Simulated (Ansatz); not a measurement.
# Electron–phonon scattering in Pb(111) film of 2 layers, part 3 of 4

Wanted: the electron–phonon coupling λ, α²F(ω) and the phonon-limited resistivity of Pb(111) film of 2 layers, on meshes from cheap to dear.

Ansatz 0.2.0; DFT PBE, scalar-relativistic, plane waves, PAW.

So far. Step 4 (Phonons by linear response: q 2×2×1, k 6×6×1): Among the solved wavevectors the lowest mode, translations apart, is -26.7 cm⁻¹, imaginary. Step 5 (Phonons: q 3×3×1, k 9×9×1): Among the solved wavevectors the lowest mode, translations apart, is 26.6 cm⁻¹, so these are real on this k mesh. This mesh lacks the wavevector at which the coarser one was unstable.

## Step 6: Electron–phonon run: q 3×3×1, k 9×9×1, scattering 12×12×1

Phonons, couplings and the Boltzmann equation in one run.

File input.yaml:

```yaml
crystal:
  lattice:
    - [3.5309195441, 0.0, 0.0]
    - [-1.7654597721, 3.0578660239, 0.0]
    - [0.0, 0.0, 29.5157663076]
  atoms:
    - { symbol: Pb, position: [0.0, 0.0, 0.1901731783] }
    - { symbol: Pb, position: [0.3333333333, 0.6666666667, 0.2793345368] }
  periodic: [true, true, false]
kpoints:
  mp_grid: { grid: [9, 9, 1] }
hamiltonian:
  xc: pbe
scf:
  occupations: { method: methfessel_paxton, width: 0.2 }
output:
  eigenvalues: true
phonons:
  method: dfpt
  qmesh: [3, 3, 1]
  temperatures: { t_max: 1000, t_step: 50 }
  qpath:
    path:
      - [0.0, 0.0, 0.0]
      - [0.5, 0.0, 0.0]
      - [0.33333333, 0.33333333, 0.0]
      - [0.0, 0.0, 0.0]
    npoints: 10
  electrical_resistivity:
    mesh: [12, 12, 1]
    temperatures: [20.0, 50.0, 77.0, 100.0, 150.0, 200.0, 300.0, 400.0, 600.0, 800.0]
```

The run is started by

```bash
ansatz run input.yaml --threads 4 --pin off --max-ram 16384MiB --backend cpu --events-out ev --progress --plain --runs-dir out
```

Numbers of over 12 decimals in the logs are rounded to 6 here.

Output:

```text
[...]
Crystal: 2 atoms, lattice volume = 318.684 Å³
Basis set: ecut = 420 eV, 6165 PW (Γ), exchange–correlation on 48×48×400 points (8 copies of the dense FFT grid, shifted against one another)
Bands: 18, of which v1, the nominal top of the filled ones, is band 14 counted from 1 (13 counted from 0)
Symmetry: 12 space group operations
k-points: 12 of 81 (irreducible under 6 space group operations, time reversal used)
[...]
SCF iter   1: F=—  HF=-23812.592617 eV  |F-HF|=—  |Δ(HF+E_count)|=         —  Δρ=6.98e-4  dr2=4.39e-3  ethr=1.77e-3  ⟨swp⟩=10.4  Hψ=1620  notcnv=0
[...]
SCF iter   8: F=-23812.594057 eV  HF=-23812.594057 eV  |F-HF|=2.58e-10  |Δ(HF+E_count)|=   3.91e-9  S|Δr|=    0.00e0  Δρ=4.38e-8  dr2=7.04e-12  ethr=1.00e-12  ⟨swp⟩=13.9  Hψ=2190  notcnv=0
SCF 1 converged in 8 iterations: F = -23812.594057 eV  dr2 = 7.04e-12
[...]
k-points: 12 of 81
SCF iter   1: F=—  HF=-23812.592617 eV  |F-HF|=—  |Δ(HF+E_count)|=         —  Δρ=6.98e-4  dr2=4.39e-3  ethr=1.77e-3  ⟨swp⟩=10.4  Hψ=1620  notcnv=0
[...]
SCF iter   8: F=-23812.594057 eV  HF=-23812.594057 eV  |F-HF|=2.91e-10  |Δ(HF+E_count)|=   3.94e-9  S|Δr|=    0.00e0  Δρ=4.39e-8  dr2=7.11e-12  ethr=1.00e-12  ⟨swp⟩=2.5  Hψ=937  notcnv=0
SCF 2 converged in 8 iterations: F = -23812.594057 eV  dr2 = 7.11e-12
[...]
SCF converged after 8 iterations
[...]
Free energy (F): -23812.594057 eV
[...]
Internal energy: -23812.590869 eV  (E = F + TS)
E sigma→0 (E₀):  -23812.593260 eV
Entropy (-TS):   -0.003188 eV (-1.594 meV/atom)
Fermi energy:    -3.783449 eV
[...]
--- Band table (eV; the first three rows and the last of 12) ---
  k-point 0: bands = [... 10 lower, -14.9298, -12.5310, -6.1493, -2.2567, -0.4016 (-0.4097°), 0.1414 (-0.0034°), 0.7523, 1.2177]
  k-point 1: bands = [... 10 lower, -14.7220, -12.3558, -5.9291, -2.1544, -0.2177 (-0.2251°), 0.0230 (0.0143°), 0.4286, 0.9355]
  k-point 2: bands = [... 10 lower, -14.1041, -11.8473, -5.3040, -3.1475, -1.3412, -0.8961 (-0.8961°), 0.2415, 0.4250]
  k-point 11: bands = [... 10 lower, -10.7785, -10.7785, -5.9038, -5.1267, -5.1267, -3.7156, -0.9507, -0.9507]
  ° read free of the cell's end (the report's vacuum.weakly_bound_levels)
[...]
ASR residual: 1.903e-5 → 0.000e0 eV/Å²; symmetrization residual: 1.265e-7 eV/Å²
[...]
ASR residual per site (eV/Å²): 1.90e-5 1.90e-5
  Γ frequencies (cm⁻¹): 0.00 0.00 0.00 40.32 40.32 96.10
--- Phonons (arbitrary-q DFPT): 3 irreducible q on the 3×3×1 mesh ---
[...]
interpolated dispersion: 31 rows × 6 modes
[...]
--- Electrical resistivity: potentials and phonons of a 3×3×1 supercell ---
  scattering by harmonic phonons alone, with no dipole-dipole term; scattering by other electrons, impurities, surfaces and spin disorder is left out, and so is spin–orbit coupling
  the resistivity is that of a variational response, whose dependence on the energy is improved iteratively
  tensors lie in the sheet's plane, the Hall coefficient along its normal; that, the resistivity and the plasma energy are of the whole cell, vacuum included; the cell is 29.516 Å high
  at the Fermi level of each mesh (of a tensor half of its trace):
           mesh   spin    states/(eV spin)  plasma energy (eV)         λ      λ_tr    ħω_log (meV)
        12×12×1                     0.4415              3.2882    0.8466    0.7497           5.022
          6×6×1                     0.3632              3.1001    0.6113    0.5986           5.231
          3×3×1                     0.4144              2.5259    0.6986    0.6712           5.401
  resistivity on the deck's mesh, µΩ·cm:
     T (K)       trace/2  mesh converged            xx            yy            zz    lowest order   relaxation time
     20.00      2.1765e0              no      2.1765e0      2.1765e0      0.0000e0        2.6971e0          2.4485e0
     50.00      1.1115e1              no      1.1115e1      1.1115e1      0.0000e0        1.2034e1          1.2033e1
     77.00      1.8844e1              no      1.8844e1      1.8844e1      0.0000e0        2.0141e1          2.0447e1
    100.00      2.5188e1              no      2.5188e1      2.5188e1      0.0000e0        2.6847e1          2.7357e1
    150.00      3.8721e1              no      3.8721e1      3.8721e1      0.0000e0        4.1322e1          4.2092e1
    200.00      5.2266e1              no      5.2266e1      5.2266e1      0.0000e0        5.6116e1          5.6826e1
    300.00      7.9915e1              no      7.9915e1      7.9915e1      0.0000e0        8.7133e1          8.6877e1
    400.00      1.0817e2              no      1.0817e2      1.0817e2      0.0000e0        1.1899e2          1.1759e2
    600.00      1.6499e2              no      1.6499e2      1.6499e2      0.0000e0        1.8217e2          1.7955e2
    800.00      2.1983e2              no      2.1983e2      2.1983e2      0.0000e0        2.4397e2          2.3984e2
  sheet resistance at 20 K: 7.374 Ω
  mean free path at 20 K (of a tensor half of its trace): 302 nm by what each carries, 226 by the Fermi surface alone
  Hall coefficient in a weak field at 20 K (along the normal): 3.434e-10 m³/C (how far it moves between the two finest meshes is not known); by each state's relaxation time: 4.506e-11 m³/C; by a constant relaxation time: -6.115e-11 m³/C
  sheet resistance at 50 K: 37.66 Ω
[...]
sheet resistance at 77 K: 63.84 Ω
[...]
sheet resistance at 100 K: 85.34 Ω
[...]
sheet resistance at 150 K: 131.2 Ω
[...]
sheet resistance at 200 K: 177.1 Ω
[...]
sheet resistance at 300 K: 270.8 Ω
[...]
sheet resistance at 400 K: 366.5 Ω
[...]
sheet resistance at 600 K: 559.0 Ω
[...]
sheet resistance at 800 K: 744.8 Ω
[...]
the resistivity times a path that all electrons share, by the Fermi surface of the deck's mesh alone (half of the trace): 4.922e-15 Ω·m²
  not converged in the mesh (λ; λ_tr; the resistivity at 20 K by 14.58 %; the resistivity at 50 K by 10.93 %; the resistivity at 77 K by 10.47 %; the resistivity at 100 K by 10.27 %; the resistivity at 150 K by 9.75 %; the resistivity at 200 K by 8.98 %; the resistivity at 300 K by 8.03 %; the resistivity at 400 K by 7.46 %; the resistivity at 600 K by 6.67 %; the resistivity at 800 K by 6.79 %): between neighbouring [...]
  vibrations of 9 cells: unjudged by the run; compare a larger repeat
  the changes of the potential over all sites missed a rigid shift's by 0.72 % (the site terms' by 0.02 %)
```

Run time: 2.4 min. Hardware: 4 threads of Arm Neoverse V1, shared host; peak memory 3.7 GiB; 9.2 min of CPU time.

Numbers from this step:

```yaml
cell_height: 29.52 Å
sheet_resistance_300k: 270.8 Ω/square, mean in the plane
resistivity_at_300_k: 79.92 μΩ cm, mean of the axes, of the whole cell with its vacuum
coupling_constant_lambda: 0.8466
density_of_states_at_the_fermi_level: 0.4415 states/eV a spin and cell
log_mean_phonon_energy_omega_log: 5.022 meV
transport_coupling_constant_lambda_tr: 0.7497, 0.7497, 0 (xx, yy, zz)
drude_plasma_energy: 3.288, 3.288, 0 eV (xx, yy, zz), of the whole cell with its vacuum
second_moment_phonon_energy_omega: 6.091 meV, from the broadened α²F curve
coupling_lambda_by_branch: 0.2, 0.171, 0.152, 0.187, 0.0847, 0.0519 (branches by rank of frequency)
```

Some points of the scattering mesh along the symmetry lines, up to three branches each (those of largest λ), at most 39 rows; the frequencies are those of the scattering step, which can differ from the solved and plainly interpolated ones; single rows converge slowly. Mode couplings:

| q1 | q2 | q3 | branch | ħω (meV) | λ_q | half width (meV) |
| --- | --- | --- | --- | --- | --- | --- |
| 0.0833 | 0 | 0 | 1 | 0.98 | 0.67 | 8.94e-4 |
| 0.0833 | 0 | 0 | 3 | 2.06 | 0.212 | 0.00125 |
| 0.0833 | 0 | 0 | 5 | 5.5 | 0.282 | 0.0118 |
| 0.25 | 0 | 0 | 1 | 2.69 | 0.167 | 0.00167 |
| 0.25 | 0 | 0 | 2 | 3.36 | 0.0954 | 0.0015 |
| 0.25 | 0 | 0 | 5 | 7.92 | 0.0883 | 0.00769 |
| 0.3333 | 0 | 0 | 1 | 3.29 | 0.319 | 0.0048 |
| 0.3333 | 0 | 0 | 2 | 4.04 | 0.283 | 0.0064 |
| 0.3333 | 0 | 0 | 5 | 9.08 | 0.137 | 0.0156 |
| 0.4167 | 0 | 0 | 1 | 3.68 | 0.202 | 0.00379 |
| 0.4167 | 0 | 0 | 2 | 4.38 | 0.329 | 0.00875 |
| 0.4167 | 0 | 0 | 4 | 6.6 | 0.176 | 0.0107 |
| 0.4167 | 0.1667 | 0 | 1 | 4.72 | 0.21 | 0.00651 |
| 0.4167 | 0.1667 | 0 | 2 | 5.13 | 0.247 | 0.00904 |
| 0.4167 | 0.1667 | 0 | 4 | 7.05 | 0.152 | 0.0105 |
| 0.3333 | 0.3333 | 0 | 2 | 5.89 | 0.116 | 0.00557 |
| 0.3333 | 0.3333 | 0 | 3 | 5.89 | 0.116 | 0.00557 |
| 0.3333 | 0.3333 | 0 | 4 | 7.59 | 0.343 | 0.0274 |
| 0.25 | 0.25 | 0 | 2 | 5.72 | 0.109 | 0.00494 |
| 0.25 | 0.25 | 0 | 3 | 5.91 | 0.224 | 0.0109 |
| 0.25 | 0.25 | 0 | 4 | 7.11 | 0.581 | 0.0408 |
| 0.0833 | 0.0833 | 0 | 1 | 1.41 | 0.385 | 0.00106 |
| 0.0833 | 0.0833 | 0 | 4 | 5.41 | 0.122 | 0.00495 |
| 0.0833 | 0.0833 | 0 | 5 | 6.29 | 0.185 | 0.0102 |

The self-energy step met imaginary modes, so this run fell back to plain Fourier phonons and is not comparable with runs that kept it. Some states were left unconverged by the eigensolver. By its own test the run is not converged in the mesh. λ = 0.847 and 271 Ω per square at 300 K. The run's own test puts 8 % between its two finest meshes on the component of the resistivity at 300 K that moves most, so it is not converged. By the run's own test λ moves by 28 % between its two finest scattering meshes. A coarser mesh gave an imaginary mode at a wavevector that this mesh lacks.

(Part 3 of 4 ends here.)

[Logs are printed without paths, hosts, clocks, repeated set-up lines and the standing remarks that a program may print on its own settings, such as how far it seeks lower states.]

[Hosts, paths, dates, database ids (printed as entryN), source tags and the programs' standing remarks are cut or masked in the printed files.]
